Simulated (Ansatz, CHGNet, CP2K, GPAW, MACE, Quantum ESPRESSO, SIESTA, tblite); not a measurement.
**Random packing of Si31O39C14H16 (at. %) (83 atoms) in SIESTA**

Aim: run random packing of Si31O39C14H16 (at. %) (83 atoms) in SIESTA and see how near its forces come to a plane-wave reference, and at what cost.

Calculated with SIESTA 5.4.2; the method is named at each step.

### Step 1. The structure

The cell holds 83 atoms: 26 Si, 32 O, 12 C and 13 H. Its edges and angles: a = 10.052 Å, b = 10.052 Å, c = 10.052 Å, α = 90.0°, β = 90.0°, γ = 90.0°. 83 atoms (26 Si, 32 O, 12 C, 13 H) packed at random in a cube at 2.29 g/cm³ and pushed apart as soft spheres; a start for melting by ab initio MD, not an equilibrated structure. Then every atom was moved at random, 0.03 Å r.m.s. a Cartesian component (hydrogen 0.6 of that).

The yardstick, on the same geometry:

* method: Kohn-Sham DFT, PBE, SSSP efficiency 1.3.0 pseudopotentials, plane waves (Quantum ESPRESSO 7.5); sssp-pbe-1.3.0-efficiency, cutoffs 60/480 Ry, Γ point
* r.m.s. force component: 1.849 eV/Å
* longest force: 8.783 eV/Å
* pressure: -12.42 GPa
* time: 4.4 min on 4 MPI ranks of Arm Neoverse V2, shared host
* CPU time: 18 min

### Step 2. PBE, DZP, shift 0.01 Ry, mesh 500 Ry

Method: Kohn-Sham DFT, PBE, PseudoDojo 0.4.1 norm-conserving pseudopotentials (converted to PSML), numerical atomic orbitals (DZP), diagonalisation.

The .psml files are PseudoDojo norm-conserving potentials that we converted to this format, checked against plane waves on the same files for H, C, O, Si, Ge and Ca alone.

The input, input.fdf:

```
SystemLabel cell
NumberOfAtoms 83
NumberOfSpecies 4
%block ChemicalSpeciesLabel
  1 14 Si
  2 8 O
  3 6 C
  4 1 H
%endblock ChemicalSpeciesLabel
LatticeConstant 1.0 Ang
%block LatticeVectors
  10.05190 0.00000 0.00000
  0.00000 10.05190 0.00000
  0.00000 0.00000 10.05190
%endblock LatticeVectors
PAO.BasisSize DZP
PAO.EnergyShift 0.01 Ry
XC.Functional GGA
XC.Authors PBE
MeshCutoff 500 Ry
%block kgrid_Monkhorst_Pack
  1 0 0 0.0
  0 1 0 0.0
  0 0 1 0.0
%endblock kgrid_Monkhorst_Pack
SolutionMethod diagon
OccupationFunction FD
ElectronicTemperature 580 K
SCF.Mixer.Method Pulay
SCF.Mixer.Weight 0.15
SCF.Mixer.History 8
SCF.Mix Hamiltonian
MaxSCFIterations 300
SCF.DM.Tolerance 1e-04
SCF.H.Tolerance 1.0e-3 eV
WriteForces T
Write.HirshfeldPop T
Write.VoronoiPop T
Write.DM F
Write.H F
XML.Write F
AtomicCoordinatesFormat Fractional
%block AtomicCoordinatesAndAtomicSpecies
  0.32963 0.68336 0.92186 1
  0.16151 0.16413 0.59123 1
  0.90829 0.27986 0.76941 1
  0.18453 0.52160 0.33826 1
  0.47877 0.78474 0.20318 1
  0.82064 0.59675 0.44293 1
  0.15524 0.95883 0.28654 1
  0.34309 0.50165 0.48420 1
  0.10484 0.89241 0.54332 1
  0.09615 0.50625 0.03552 1
  0.27630 0.36353 0.22535 1
  0.25325 0.72929 0.32775 1
  0.88752 0.08175 0.64462 1
  0.83321 0.86904 0.75130 1
  0.19921 0.01114 0.96568 1
  0.55980 0.96691 0.91073 1
  0.69277 0.76808 0.28365 1
  0.09541 0.28824 0.86671 1
  0.67045 0.14024 0.00985 1
  0.31331 0.35766 0.77977 1
  0.81246 0.67284 0.66998 1
  0.94051 0.25712 0.52338 1
  0.39289 0.56174 0.27797 1
  0.48188 0.52552 0.64424 1
  0.56347 0.33862 0.72338 1
  0.94561 0.45979 0.58204 1
  0.79574 0.12265 0.25882 2
  0.94981 0.37613 0.13208 2
  0.13429 0.26496 0.16078 2
  0.01792 0.98099 0.07120 2
  0.60643 0.48924 0.16735 2
  0.87813 0.77280 0.35861 2
  0.27698 0.19731 0.04522 2
  0.68621 0.02849 0.74412 2
  0.03562 0.43726 0.40012 2
  0.75262 0.29282 0.93689 2
  0.08195 0.73003 0.45269 2
  0.10077 0.83233 0.75963 2
  0.93435 0.59055 0.91671 2
  0.59874 0.90745 0.10741 2
  0.60187 0.36823 0.45158 2
  0.23165 0.29837 0.46783 2
  0.77374 0.84956 0.10075 2
  0.37915 0.76882 0.67223 2
  0.96157 0.85060 0.88662 2
  0.67676 0.28214 0.16506 2
  0.69814 0.50088 0.92650 2
  0.16839 0.65826 0.83091 2
  0.61465 0.65033 0.43494 2
  0.39261 0.93376 0.31510 2
  0.34643 0.18013 0.65310 2
  0.43386 0.78761 0.45681 2
  0.42842 0.26823 0.17436 2
  0.69598 0.19146 0.58072 2
  0.99888 0.47665 0.77378 2
  0.75196 0.46810 0.56977 2
[... 23 atom lines left out ...]
  0.46595 0.55562 0.84332 4
  0.43974 0.29877 0.51075 4
  0.26192 0.16775 0.32216 4
  0.93087 0.97748 0.31987 4
%endblock AtomicCoordinatesAndAtomicSpecies
```

Launch:

```sh
$ OMP_NUM_THREADS=1 mpirun -np 2 siesta < input.fdf > output.txt
```

The log of the run:

```text
Version         : 5.4.2
reinit: System Name:
reinit: System Label: cell
initatom: Reading input for the pseudopotentials and atomic orbitals ----------
Species number:   1 Atomic number:   14 Label: Si
Species number:   2 Atomic number:    8 Label: O
Species number:   3 Atomic number:    6 Label: C
Species number:   4 Atomic number:    1 Label: H
Ground state valence configuration (from tables):   3s02  3p02  3d00  4f00
Ground state valence configuration (from tables):   2s02  2p04  3d00  4f00
Ground state valence configuration (from tables):   2s02  2p02  3d00  4f00
Ground state valence configuration (from tables):   1s01  2p00  3d00  4f00
---- Processing specs for species: Si
GGA--PBE XC_GGA_X_PBE--XC_GGA_C_PBE pb
---- Processing specs for species: O
GGA--PBE XC_GGA_X_PBE--XC_GGA_C_PBE pb
---- Processing specs for species: C
GGA--PBE XC_GGA_X_PBE--XC_GGA_C_PBE pb
---- Processing specs for species: H
GGA--PBE XC_GGA_X_PBE--XC_GGA_C_PBE pb
Si pseudopotential only contains V_ls up to l=2 -- lmxkb reset.
O pseudopotential only contains V_ls up to l=2 -- lmxkb reset.
C pseudopotential only contains V_ls up to l=1 -- lmxkb reset.
H pseudopotential only contains V_ls up to l=1 -- lmxkb reset.
Using PAO.SplitTailNorm
%block ChemicalSpeciesLabel
    1   14 Si                      # Species index, atomic number, species label
    2    8 O                       # Species index, atomic number, species label
    3    6 C                       # Species index, atomic number, species label
    4    1 H                       # Species index, atomic number, species label
%endblock ChemicalSpeciesLabel
%block PAO.Basis                 # Define Basis set
Si                    2                    # Species label, number of l-shells
 n=3   0   2                         # n, l, Nzeta
   5.392      3.847
   1.000      1.000
 n=3   1   2 P   1                   # n, l, Nzeta, Polarization, NzetaPol
   6.844      4.952
[...]
O                     2                    # Species label, number of l-shells
 n=2   0   2                         # n, l, Nzeta
[...]
n=2   1   2 P   1                   # n, l, Nzeta, Polarization, NzetaPol
[...]
C                     2                    # Species label, number of l-shells
 n=2   0   2                         # n, l, Nzeta
[...]
n=2   1   2 P   1                   # n, l, Nzeta, Polarization, NzetaPol
[...]
H                     1                    # Species label, number of l-shells
 n=1   0   2 P   1                   # n, l, Nzeta, Polarization, NzetaPol
   5.233      3.529
   1.000      1.000
%endblock PAO.Basis
coor:   Atomic-coordinates input format  =     Fractional
siesta: System type = bulk
initatomlists: Number of atoms, orbitals, and projectors:     83   975  1045
siesta: ******************** Simulation parameters ****************************
Total number of electrons:   357.000000
Total ionic charge:   357.000000
 Kpoints in:            1 . Kpoints trimmed:            1
siesta: k-grid: Number of k-points = 1
siesta: k-points from Monkhorst-Pack grid
siesta: k-cutoff (effective) =     5.026 Ang
siesta: k-point supercell and displacements
siesta: k-grid:     1     0     0      0.000
siesta: k-grid:     0     1     0      0.000
siesta: k-grid:     0     0     1      0.000
                     ====================================
                        Single-point calculation
                     ====================================
outcell: Unit cell vectors (Ang):
       10.051900    0.000000    0.000000
        0.000000   10.051900    0.000000
        0.000000    0.000000   10.051900
outcell: Cell vector modules (Ang)   :   10.051900   10.051900   10.051900
outcell: Cell angles (23,13,12) (deg):     90.0000     90.0000     90.0000
outcell: Cell volume (Ang**3)        :   1015.6509
Gamma-point calculation with multiply-connected orbital pairs
Gamma-point calculation with multiply-connected orbital pairs
Folding of H and S implicitly performed
Folding of H and S implicitly performed
new_DM -- step:     1
Initializing Density Matrix...
Attempting to read DM from file... Failed...
DM filled with atomic data:
InitMesh: MESH = 144 x 144 x 144 = 2985984
InitMesh: Mesh cutoff (required, used) =   500.000   567.193 Ry
stepf: Fermi-Dirac step function
        iscf     Eharris(eV)        E_KS(eV)     FreeEng(eV)     dDmax    Ef(eV) dHmax(eV)
   scf:    1   -19058.552792   -19268.747451   -19268.970068  1.718291 -5.243224 26.724026
   scf:    2   -17962.503315   -18999.842409   -19000.192384  1.490603 -4.787042 71.550150
   scf:    3   -19058.110680   -19336.418149   -19336.737593  1.458432 -4.993639 21.907698
[...]
scf:   34   -19388.746323   -19388.746318   -19389.157879  0.000047 -5.202611  0.001409
   scf:   35   -19388.746324   -19388.746321   -19389.157879  0.000029 -5.202583  0.000852
SCF Convergence by DM+H criterion
max |DM_out - DM_in|         :     0.0000294554
max |H_out - H_in|      (eV) :     0.0008517345
SCF cycle converged after 35 iterations
Using DM_out to compute the final energy and forces
siesta: E_KS(eV) =           -19388.7463
siesta: E_KS - E_eggbox =    -19388.7463
siesta: Atomic forces (eV/Ang):
     1   -1.712729   -0.499406   -2.218973
     2    3.207935    0.986297    0.146954
     3   -3.821901    1.148953    2.203881
[...]
82   -0.556430   -0.419621   -0.041791
    83    0.188748    0.536464    0.263878
----------------------------------------
   Tot    0.001257   -0.000916    0.008055
----------------------------------------
   Max    8.587221
   Res    1.825270    sqrt( Sum f_i^2 / 3N )
----------------------------------------
   Max    8.587221    constrained
Stress tensor Voigt[x,y,z,yz,xz,xy] (kbar):      146.28       93.90      119.16       -0.25      -29.27        1.82
(Free)E + p*V (eV/cell)   -19465.0880
Target enthalpy (eV/cell)   -19389.1579
siesta: Program's energy decomposition (eV):
siesta: Ebs     =     -4244.519571
siesta: Eions   =     29812.315508
siesta: Ena     =      5581.282967
siesta: Ekin    =     11559.261966
siesta: Enl     =     -1616.900503
siesta: DEna    =       226.637968
siesta: DUscf   =        14.918610
siesta: Ex      =     -4920.795664
siesta: Ec      =      -420.836158
siesta: Exc     =     -5341.631822
siesta: Eharris =    -19388.746324
siesta: Etot    =    -19388.746321
siesta: FreeEng =    -19389.157879
siesta: Final energy (eV):
siesta:  Band Struct. =   -4244.519571
siesta:       Kinetic =   11559.261966
siesta:       Hartree =    5884.991451
siesta:         Exch. =   -4920.795664
siesta:         Corr. =    -420.836158
siesta:   Exch.-corr. =   -5341.631822
siesta:  Ion-electron =  -21715.251373
siesta:       Ion-ion =   -9776.116544
siesta:         Total =  -19388.746321
siesta:         Fermi =      -5.202583
siesta: Stress tensor (static) (eV/Ang**3):
siesta:     0.091299    0.001135   -0.018266
siesta:     0.001134    0.058607   -0.000159
siesta:    -0.018266   -0.000159    0.074374
siesta: Cell volume =       1015.650948 Ang**3
siesta: Pressure (static):
siesta:                Solid            Molecule  Units
siesta:          -0.00081424         -0.00069898  Ry/Bohr**3
siesta:          -0.07476009         -0.06417769  eV/Ang**3
siesta:        -119.77886275       -102.82400027  kBar
    Orbital volume contribution        =          33.423632 eV
    (Free)E + p_basis*V_orbitals       =      -19355.734248 eV
    (Free)Eharris+ p_basis*V_orbitals  =      -19355.734251 eV
Hirshfeld Atomic Populations:
Atom #   charge [q] valence [e]  Species
     1     0.189866    3.810134  Si
     2     0.186678    3.813322  Si
     3     0.179457    3.820543  Si
[...]
27    -0.128952    6.128952  O
    28    -0.159622    6.159622  O
    29    -0.119552    6.119552  O
[...]
59     0.118273    3.881727  C
    60    -0.045903    4.045903  C
    61     0.128148    3.871852  C
[...]
71     0.035809    0.964191  H
    72     0.002513    0.997487  H
    73    -0.067394    1.067394  H
[...]
--------------------
 Total    -0.000027
Voronoi Atomic Populations:
Atom #   charge [q] valence [e]  Species
[...]
25     0.280454    3.719546  Si
    26     0.255000    3.745000  Si
[...]
57    -0.282730    6.282730  O
    58    -0.155538    6.155538  O
[...]
69    -0.018812    4.018812  C
    70    -0.105556    4.105556  C
[...]
82    -0.019402    1.019402  H
    83    -0.050002    1.050002  H
--------------------
 Total    -0.000027
```

Wall time 5.5 min (2 MPI ranks of Arm Neoverse V2, shared host); peak memory 2.1 GiB; 11 min of CPU time.

Banners, paths, timers and routine set-up lines are dropped from the logs unmarked, and long logs keep their key lines alone; longer cuts are marked.

Against the reference:

```yaml
r_m_s_force_component: 1.825 eV/Å
r_m_s_difference_of_force_components: 131.4 meV/Å
longest_difference_of_force_vectors: 578.4 meV/Å
force_difference_over_r_m_s_force: 7.107 %
slope_of_forces_against_the_reference_s: 0.9847
correlation_of_force_components: 0.9975
pressure: -11.98 GPa
pressure_difference: 0.4448 GPa
```

Length of the force difference by element (eV/Å):

```csv
element,atoms,mean,most
C,12,0.17,0.34
H,13,0.054,0.081
O,32,0.22,0.58
Si,26,0.25,0.51
```

A closer look about C65, one of the 12 C atoms: 13 atoms, nearest first, numbered in the order of the input, with positions taken from that point.

```csv
atom,x,y,z,distance (Å),Hirshfeld charge (e),Fx,Fy,Fz (eV/Å)
C65,0.00,0.00,0.00,0.00,-0.01,-1.55,1.66,-0.10
O49,-0.33,0.29,-1.72,1.77,-0.08,3.77,0.08,-0.37
Si21,1.66,0.51,0.64,1.85,0.11,0.64,-1.19,0.47
O56,1.05,-1.54,-0.36,1.90,-0.10,1.06,-0.80,1.12
Si24,-1.66,-0.97,0.38,1.96,0.12,1.50,2.98,2.28
C64,-0.11,1.95,-0.56,2.04,0.05,-1.27,-0.71,-0.23
C62,0.14,0.36,2.10,2.14,-0.01,1.27,-2.90,2.14
Si6,1.74,-0.25,-1.64,2.41,0.21,-0.57,0.37,-2.74
O41,-0.46,-2.55,-1.55,3.02,-0.17,-1.85,-0.56,0.31
H80,-1.82,-0.66,2.38,3.07,-0.04,-0.26,0.62,-0.97
O52,-2.15,1.67,-1.50,3.10,-0.13,-1.93,0.02,0.42
O44,-2.70,1.48,0.67,3.15,-0.21,0.45,0.62,0.83
Si25,-0.84,-2.85,1.18,3.19,0.21,1.89,-4.01,0.85
```

Forces lie 7.1 % from the reference's, at 0.62 times its CPU time (on 2 against 4 cores).

### Step 3. PBE, SZP, shift 0.01 Ry, mesh 500 Ry

Method: Kohn-Sham DFT, PBE, PseudoDojo 0.4.1 norm-conserving pseudopotentials (converted to PSML), numerical atomic orbitals (SZP), diagonalisation.

input.fdf, as its differences from that of step 2:

```diff
@@ -15,3 +15,3 @@
 %endblock LatticeVectors
-PAO.BasisSize DZP
+PAO.BasisSize SZP
 PAO.EnergyShift 0.01 Ry
```

The log of the run:

```text
Version         : 5.4.2
reinit: System Name:
reinit: System Label: cell
initatom: Reading input for the pseudopotentials and atomic orbitals ----------
Species number:   1 Atomic number:   14 Label: Si
Species number:   2 Atomic number:    8 Label: O
Species number:   3 Atomic number:    6 Label: C
Species number:   4 Atomic number:    1 Label: H
Ground state valence configuration (from tables):   3s02  3p02  3d00  4f00
Ground state valence configuration (from tables):   2s02  2p04  3d00  4f00
Ground state valence configuration (from tables):   2s02  2p02  3d00  4f00
Ground state valence configuration (from tables):   1s01  2p00  3d00  4f00
---- Processing specs for species: Si
GGA--PBE XC_GGA_X_PBE--XC_GGA_C_PBE pb
---- Processing specs for species: O
[... lines left out ...]
stepf: Fermi-Dirac step function
        iscf     Eharris(eV)        E_KS(eV)     FreeEng(eV)     dDmax    Ef(eV) dHmax(eV)
[... lines left out ...]
SCF Convergence by DM+H criterion
[... lines left out ...]
SCF cycle converged after 41 iterations
[... lines left out ...]
   Max   10.673831
[... lines left out ...]
   Max   10.673831    constrained
Stress tensor Voigt[x,y,z,yz,xz,xy] (kbar):      115.46       55.93       89.88        0.01      -32.63        2.18
[... lines left out ...]
siesta: FreeEng =    -19369.365102
[... lines left out ...]
siesta:         Corr. =    -422.749219
siesta:   Exch.-corr. =   -5327.372699
siesta:  Ion-electron =  -21601.760482
siesta:       Ion-ion =   -9776.116544
siesta:         Total =  -19368.937360
siesta:         Fermi =      -5.187106
siesta: Stress tensor (static) (eV/Ang**3):
siesta:     0.072062    0.001362   -0.020367
siesta:     0.001361    0.034908    0.000008
siesta:    -0.020367    0.000008    0.056099
siesta: Cell volume =       1015.650948 Ang**3
siesta: Pressure (static):
siesta:                Solid            Molecule  Units
siesta:          -0.00059202         -0.00054763  Ry/Bohr**3
siesta:          -0.05435641         -0.05028101  eV/Ang**3
siesta:         -87.08856750        -80.55906329  kBar
    Orbital volume contribution        =          27.821144 eV
    (Free)E + p_basis*V_orbitals       =      -19341.543958 eV
    (Free)Eharris+ p_basis*V_orbitals  =      -19341.543957 eV
Hirshfeld Atomic Populations:
Atom #   charge [q] valence [e]  Species
     1     0.202618    3.797382  Si
     2     0.189684    3.810316  Si
     3     0.186233    3.813767  Si
[...]
27    -0.136082    6.136082  O
    28    -0.130511    6.130511  O
    29    -0.120289    6.120289  O
[...]
59     0.106371    3.893629  C
    60    -0.065851    4.065851  C
    61     0.115766    3.884234  C
[...]
71     0.032493    0.967507  H
    72     0.007695    0.992305  H
    73    -0.067458    1.067458  H
[...]
--------------------
 Total    -0.000026
Voronoi Atomic Populations:
Atom #   charge [q] valence [e]  Species
[...]
25     0.326040    3.673960  Si
    26     0.310253    3.689747  Si
[...]
57    -0.305738    6.305738  O
    58    -0.164755    6.164755  O
[...]
69    -0.046623    4.046623  C
    70    -0.149649    4.149649  C
[...]
82    -0.041824    1.041824  H
    83    -0.069321    1.069321  H
--------------------
 Total    -0.000026
```

It took 5 min on 2 MPI ranks; peak memory 1.9 GiB.

Numbers from this run, and their distance from the reference:

* r.m.s. force component: 1.986 eV/Å
* r.m.s. difference of force components: 468.1 meV/Å
* longest difference of force vectors: 2688 meV/Å
* force difference over r.m.s. force: 25.32 %
* slope of forces against the reference's: 1.045
* correlation of force components: 0.9727
* pressure: -8.709 GPa
* pressure difference: 3.714 GPa

This is a coarse setting, run to see what it loses.

Against the first run (7.1 %), the force difference from the reference is 25 %, at 0.92 times the CPU time, with 682 basis functions against 975: the smaller basis costs accuracy.

[end of part 1 of 2]

[Also dropped from logs without a mark: logging warnings of Python, and SIESTA's first energy breakdown and zero terms.]

[Logs are printed without paths, hosts, clocks, repeated set-up lines and the standing remarks that a program may print on its own settings, such as how far it seeks lower states.]

[Hosts, paths, dates, database ids (printed as entryN), source tags and the programs' standing remarks are cut or masked in the printed files.]
